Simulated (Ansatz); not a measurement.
**Work function of Cr(111): what the settings cost and change**

Aim: the numerical settings behind the work function of Cr(111), with the cost of each.

Program: Ansatz 0.2.0. Level of theory: plane-wave DFT, PBE, Ansatz PAW. Results are calculated unless marked as measured.

Most raw output is cut from this account.

## 1. The structure

The cell holds 11 atoms: 11 Cr. Its edges and angles: a = 4.073 Å, b = 4.073 Å, c = 26.314 Å, α = 90.0°, β = 90.0°, γ = 60.0°. Vacuum lies along c.

As a file:

```cif
data_structure
_symmetry_space_group_name_H-M 'P 1'
_symmetry_Int_Tables_number 1
_cell_length_a 4.0729
_cell_length_b 4.0729
_cell_length_c 26.3138
_cell_angle_alpha 90.000
_cell_angle_beta 90.000
_cell_angle_gamma 60.000
_cell_volume 378.03
loop_
_atom_site_label
_atom_site_type_symbol
_atom_site_fract_x
_atom_site_fract_y
_atom_site_fract_z
_atom_site_occupancy
Cr1 Cr 0.66667 0.66667 0.34203 1
Cr2 Cr 0.00000 0.00000 0.37362 1
Cr3 Cr 0.33333 0.33333 0.40522 1
Cr4 Cr 0.66667 0.66667 0.43681 1
Cr5 Cr 0.00000 0.00000 0.46841 1
Cr6 Cr 0.33333 0.33333 0.50000 1
Cr7 Cr 0.66667 0.66667 0.53159 1
Cr8 Cr 0.00000 0.00000 0.56319 1
Cr9 Cr 0.33333 0.33333 0.59478 1
Cr10 Cr 0.66667 0.66667 0.62638 1
Cr11 Cr 0.00000 0.00000 0.65797 1
```

## 2. Slab, setting cutoff 200 eV

A work function rests on the faint tail of the density, so the SCF threshold is tight. The cutoff is raised first; then mesh and smearing are varied at the default cutoff.

input.yaml reads:

```yaml
crystal:
  lattice:
    - [4.0729350596, 0.0, 0.0]
    - [2.0364675298, 3.5272652296, 0.0]
    - [0.0, 0.0, 26.3138438763]
  atoms:
    - { symbol: Cr, position: [0.6666666667, 0.6666666667, 0.3420252869] }
    - { symbol: Cr, position: [0.0, 0.0, 0.3736202295] }
    - { symbol: Cr, position: [0.3333333333, 0.3333333333, 0.4052151721] }
    - { symbol: Cr, position: [0.6666666667, 0.6666666667, 0.4368101147] }
    - { symbol: Cr, position: [0.0, 0.0, 0.4684050574] }
    - { symbol: Cr, position: [0.3333333333, 0.3333333333, 0.5] }
    - { symbol: Cr, position: [0.6666666667, 0.6666666667, 0.5315949426] }
    - { symbol: Cr, position: [0.0, 0.0, 0.5631898853] }
    - { symbol: Cr, position: [0.3333333333, 0.3333333333, 0.5947848279] }
    - { symbol: Cr, position: [0.6666666667, 0.6666666667, 0.6263797705] }
    - { symbol: Cr, position: [0.0, 0.0, 0.6579747131] }
kpoints:
  mp_grid: { grid: [12, 12, 1] }
hamiltonian:
  xc: pbe
scf:
  occupations: { method: fermi_dirac, width: 0.1 }
  convergence: { dr2_threshold: 1.0e-09 }
efield:
  axis: 3
  dipole_correction: true
  ramp_position: 0.97
  ramp_width: 0.06
basis:
  ecutwfc: "200 eV"
output:
  write_potential: true
  write_density: true
  volumetric_format: npy
  elf: true
```

On the command line:

```console
$ ansatz run input.yaml --threads 4 --pin off --max-ram 6144MiB --backend cpu --events-out ev --progress --plain --runs-dir out
```

Run time: 34 s. Hardware: 4 threads of Arm Neoverse N1, shared host; peak memory 0.65 GiB; 2.2 min of CPU time.

This step gave:

```
energy at zero smearing   : -37053.6306 eV
work function, upper face : 4.227 eV
```

Running mean over 0.8314 Å of the planar mean; the ramp of the sawtooth is left out. Table of electron's electrostatic potential energy less the Fermi level by z:

```tsv
z (Å)	electron's electrostatic potential energy less the Fermi level (eV)
3.5	4.17
4.0	4.15
4.5	4.12
5.0	4.09
5.5	4.05
6.0	3.99
6.5	3.89
7.0	3.67
7.5	3.11
8.0	1.42
8.5	-2.46
9.0	-6.57
9.5	-8.74
10.0	-9.16
10.5	-9.28
11.0	-9.34
11.5	-9.32
12.0	-9.31
12.5	-9.29
13.0	-9.28
13.5	-9.28
14.0	-9.29
14.5	-9.32
15.0	-9.33
15.5	-9.33
16.0	-9.25
16.5	-9.08
17.0	-8.23
17.5	-5.17
18.0	-0.877
18.5	2.29
19.0	3.39
19.5	3.77
20.0	3.93
20.5	4.01
21.0	4.06
21.5	4.10
22.0	4.13
22.5	4.16
23.0	4.18
```

ELF in the ca plane at fractional y = 0.000, with atoms of Cr within 0.2 Å of it. It is the smooth field of the valence electrons, not physical close to the nuclei.

Values, 6 rows by 16 columns, each cell a mean:
```
0.00 0.07 0.20 0.54 0.38 0.32 0.60 0.24 0.54 0.37 0.34 0.62 0.09 0.01 0.00 0.00
0.00 0.05 0.28 0.29 0.32 0.35 0.27 0.41 0.27 0.32 0.38 0.22 0.06 0.00 0.00 0.00
0.00 0.02 0.12 0.31 0.29 0.29 0.34 0.27 0.33 0.29 0.28 0.28 0.09 0.00 0.00 0.00
0.00 0.03 0.16 0.36 0.33 0.33 0.37 0.32 0.36 0.33 0.34 0.31 0.08 0.00 0.00 0.00
0.00 0.06 0.27 0.26 0.28 0.31 0.26 0.38 0.25 0.28 0.34 0.24 0.06 0.00 0.00 0.00
0.00 0.07 0.20 0.68 0.46 0.38 0.76 0.24 0.69 0.46 0.40 0.77 0.13 0.01 0.00 0.00
```
Columns run along c (16.0 Å, from fractional 0.24 to 0.85 of the cell), rows up along a (4.1 Å). Atoms in or near the plane, at fractional coordinates: Cr at (0.37, 0.00), Cr at (0.47, 0.00), Cr at (0.56, 0.00), Cr at (0.66, 0.00).

Valence density in the ca plane at fractional y = 0.000, with atoms of Cr within 0.2 Å of it. It is the smooth field of the valence electrons, not physical close to the nuclei.

Ten steps, logarithmic in the rise over the least value, from '0' (0 e/Å³) to '9' (19 e/Å³), each cell a mean:
```
00000001479852258974225897323689730000000000
00000001256532235642223564212356410000000000
00000001122221122221112222111222100000000000
00000001111111111111111111111111000000000000
00000001111111211112221111111111000000000000
00000001111112221112221111222111000000000000
00000001111111111111111111111111000000000000
00000001112211112221111221111111100000000000
00000001234321123432112443212244210000000000
00000001368642247863224786322577520000000000
00000001589852258985226998423699730000000000
```
Columns run along c (16.0 Å, from fractional 0.24 to 0.85 of the cell), rows up along a (4.1 Å). Atoms in or near the plane, at fractional coordinates: Cr at (0.37, 0.00), Cr at (0.47, 0.00), Cr at (0.56, 0.00), Cr at (0.66, 0.00).

Electrostatic potential energy in the ca plane at fractional y = 0.000, with atoms of Cr within 0.2 Å of it. With pseudopotentials it is smooth inside the atoms' cores, unlike the true potential.

Values in eV, 6 rows by 16 columns, each cell a mean:
```
  8   8   4 -27 -16 -11 -30  -2 -28 -16 -10 -31  -1   7   8   8
  8   7   6   0   2   3  -1   4   0   2   3  -1   5   7   8   8
  8   7   4   4   3   2   4   2   4   3   2   6   8   8   8   8
  8   7   5   4   3   3   4   3   4   3   3   6   7   8   8   8
  8   7   5  -7  -2   0  -8   3  -7  -2   1  -9   4   7   8   8
  8   8   3 -32 -20 -14 -35  -5 -33 -20 -14 -35  -2   7   8   8
```
Columns run along c (16.0 Å, from fractional 0.24 to 0.85 of the cell; values clipped at the 3rd and 97th percentile), rows up along a (4.1 Å). Atoms in or near the plane, at fractional coordinates: Cr at (0.37, 0.00), Cr at (0.47, 0.00), Cr at (0.56, 0.00), Cr at (0.66, 0.00).

The work function is 4.227 eV. The program marks this work function as in doubt.

## 3. Run

Edit input.yaml of step 2 so:

```diff
@@ -30,3 +30,3 @@
 basis:
-  ecutwfc: "200 eV"
+  ecutwfc: "300 eV"
 output:
@@ -35,2 +35 @@
   volumetric_format: npy
-  elf: true
```

The job ended after 41 s (4 threads; peak memory 0.93 GiB).

The work function is 3.873 eV, -0.354 eV from the run “cutoff 200 eV”, at 1.2 times its CPU time.

## 4. Slab

Edit input.yaml of step 3 so:

```diff
@@ -30,3 +30,3 @@
 basis:
-  ecutwfc: "300 eV"
+  ecutwfc: "420 eV"
 output:
```

It took 65 s on 4 threads; peak memory 1.4 GiB.

The work function is 3.864 eV, -0.363 eV from the run “cutoff 200 eV”, at 1.9 times its CPU time.

## 5. Slab

Edit input.yaml of step 4 so:

```diff
@@ -30,3 +30,3 @@
 basis:
-  ecutwfc: "420 eV"
+  ecutwfc: "600 eV"
 output:
```

Wall time 2 min (4 threads); peak memory 2.1 GiB; 7.6 min of CPU time.

The work function is 3.864 eV, -0.000 eV from the run “cutoff 420 eV”, at 1.8 times its CPU time.

## 6. Run

Edit input.yaml of step 5 so:

```diff
@@ -18,3 +18,3 @@
 kpoints:
-  mp_grid: { grid: [12, 12, 1] }
+  mp_grid: { grid: [2, 2, 1] }
 hamiltonian:
@@ -29,4 +29,2 @@
   ramp_width: 0.06
-basis:
-  ecutwfc: "600 eV"
 output:
```

It took 4.8 s on 4 threads; peak memory 0.65 GiB; 16 s of CPU time.

The work function is 4.006 eV, +0.142 eV from the run “cutoff 420 eV”, at 0.065 times its CPU time.

## 7. Run

Edit input.yaml of step 6 so:

```diff
@@ -18,3 +18,3 @@
 kpoints:
-  mp_grid: { grid: [2, 2, 1] }
+  mp_grid: { grid: [4, 4, 1] }
 hamiltonian:
```

The job ended after 15 s (4 threads; peak memory 0.81 GiB).

The work function is 3.838 eV, -0.026 eV from the run “cutoff 420 eV”, at 0.17 times its CPU time.

## 8. Slab

Edit input.yaml of step 7 so:

```diff
@@ -18,3 +18,3 @@
 kpoints:
-  mp_grid: { grid: [4, 4, 1] }
+  mp_grid: { grid: [8, 8, 1] }
 hamiltonian:
```

Run time: 33 s. Hardware: 4 threads; peak memory 1.1 GiB.

The work function is 3.864 eV, -0.000 eV from the run “cutoff 420 eV”, at 0.50 times its CPU time.

## 9. Run

Edit input.yaml of step 8 so:

```diff
@@ -18,3 +18,3 @@
 kpoints:
-  mp_grid: { grid: [8, 8, 1] }
+  mp_grid: { grid: [18, 18, 1] }
 hamiltonian:
```

The job ended after 2.2 min (4 threads; peak memory 1.9 GiB; 8.5 min of CPU time).

The work function is 3.864 eV, -0.000 eV from the run “cutoff 420 eV”, at 2.0 times its CPU time.

## 10. Slab

Edit input.yaml of step 9 so:

```diff
@@ -18,3 +18,3 @@
 kpoints:
-  mp_grid: { grid: [18, 18, 1] }
+  mp_grid: { grid: [12, 12, 1] }
 hamiltonian:
@@ -22,3 +22,3 @@
 scf:
-  occupations: { method: fermi_dirac, width: 0.1 }
+  occupations: { method: gaussian, width: 0.05 }
   convergence: { dr2_threshold: 1.0e-09 }
```

The job ended after 63 s (4 threads; peak memory 1.4 GiB; 4.1 min of CPU time).

The work function is 3.877 eV, +0.013 eV from the run “cutoff 420 eV”, at 0.98 times its CPU time.

## 11. Run

Edit input.yaml of step 10 so:

```diff
@@ -22,3 +22,3 @@
 scf:
-  occupations: { method: gaussian, width: 0.05 }
+  occupations: { method: methfessel_paxton, width: 0.2 }
   convergence: { dr2_threshold: 1.0e-09 }
```

The job ended after 69 s (4 threads; peak memory 1.4 GiB; 4.3 min of CPU time).

The work function is 3.855 eV, -0.009 eV from the run “cutoff 420 eV”, at 1.0 times its CPU time.

## 12. Run

Edit input.yaml of step 11 so:

```diff
@@ -22,3 +22,3 @@
 scf:
-  occupations: { method: methfessel_paxton, width: 0.2 }
+  occupations: { method: fermi_dirac, width: 0.3 }
   convergence: { dr2_threshold: 1.0e-09 }
```

Run time: 66 s. Hardware: 4 threads; peak memory 1.5 GiB; 4.2 min of CPU time.

The work function is 3.931 eV, +0.067 eV from the run “cutoff 420 eV”, at 1.0 times its CPU time.

## 13. Run

Edit input.yaml of step 12 so:

```diff
@@ -22,3 +22,3 @@
 scf:
-  occupations: { method: fermi_dirac, width: 0.3 }
+  occupations: { method: cold, width: 0.1 }
   convergence: { dr2_threshold: 1.0e-09 }
```

Elapsed: 64 s, on 4 threads; peak memory 1.4 GiB.

The work function is 3.884 eV, +0.020 eV from the run “cutoff 420 eV”, at 0.96 times its CPU time.

## 14. The series together

Times are for 4 threads of Arm Neoverse N1, shared host. The runs compared:

```tsv
no.	setting	work function, upper face (eV)	time	memory (GiB)
1	cutoff 200 eV	4.227	34 s	0.65
2	cutoff 300 eV	3.873	41 s	0.93
3	cutoff 420 eV	3.864	65 s	1.4
4	cutoff 600 eV	3.864	2 min	2.1
5	mesh 2x2	4.006	4.8 s	0.65
6	mesh 4x4	3.838	15 s	0.81
7	mesh 8x8	3.864	33 s	1.1
8	mesh 18x18	3.864	2.2 min	1.9
9	Gaussian smearing 0.05 eV	3.877	63 s	1.4
10	methfessel_paxton smearing 0.2 eV	3.855	69 s	1.4
11	fermi_dirac smearing 0.3 eV	3.931	66 s	1.5
12	cold smearing 0.1 eV	3.884	64 s	1.4
```

## 15. A changed input

An input spoilt on purpose, to show how the run answers: it repeats the earlier run “cutoff 200 eV” with efield.amplitude to 0 and efield.dipole_correction from true to false, and scf.max_iter set to 75; its output block differs too.

Edit input.yaml of step 13 so:

```diff
@@ -22,9 +22,13 @@
 scf:
-  occupations: { method: cold, width: 0.1 }
+  occupations: { method: fermi_dirac, width: 0.1 }
   convergence: { dr2_threshold: 1.0e-09 }
+  max_iter: 75
 efield:
   axis: 3
-  dipole_correction: true
+  dipole_correction: false
   ramp_position: 0.97
   ramp_width: 0.06
+  amplitude: 0
+basis:
+  ecutwfc: "200 eV"
 output:
```

Elapsed: 0.02 s, on 4 threads; peak memory 0.07 GiB.

The input was rejected at the start.

The program's message: “Error: invalid value for `efield.amplitude`: is zero with dipole_correction: false — the section would apply nothing; set a non-zero amplitude, enable dipole_correction, or remove the block”

The fault put into the input: a field block that applies nothing.

## 16. Outcome

```json
{"work function, cutoff 200 eV": "4.227 eV", "work function, cutoff 420 eV": "3.864 eV", "work function, cutoff 600 eV": "3.864 eV", "work function, mesh 4x4": "3.838 eV"}
```

What this shows: The run at the highest cutoff gives 3.86 eV, and the settings tried spread the value from 3.84 to 4.23 eV. Against 600 eV, a cutoff of 200 eV is off by +0.363 eV. Against 600 eV, a cutoff of 420 eV is off by +0.000 eV. Against the finest mesh, 18 points along a, the coarser ones are off by +0.14 (2), -0.03 (4) and -0.00 (8) eV. The smearing schemes and widths spread it over 0.08 eV. The program marks the value as in doubt in “cutoff 200 eV”. The ladder's slabs use the tabulated experimental lattice constant (two decimals; a low-temperature value for the alkali metals). This open face is not relaxed here, and relaxation moves such faces by up to a few tenths of an eV. The main runs have no spin polarisation; a magnetic state could lie lower and would change these results. In 1 run of the series (cutoff 200 eV) the program warns that electrons reach the sawtooth's ramp, which makes dipole and work function less sure.

[Logs are printed without paths, hosts, clocks, repeated set-up lines and the standing remarks that a program may print on its own settings, such as how far it seeks lower states.]

[Hosts, paths, dates, database ids (printed as entryN), source tags and the programs' standing remarks are cut or masked in the printed files.]

[Maps of the electrostatic potential energy from Ansatz leave out the sawtooth potential of an applied field or a dipole correction, so their vacuum need not be flat; planar profiles and work functions include it.]
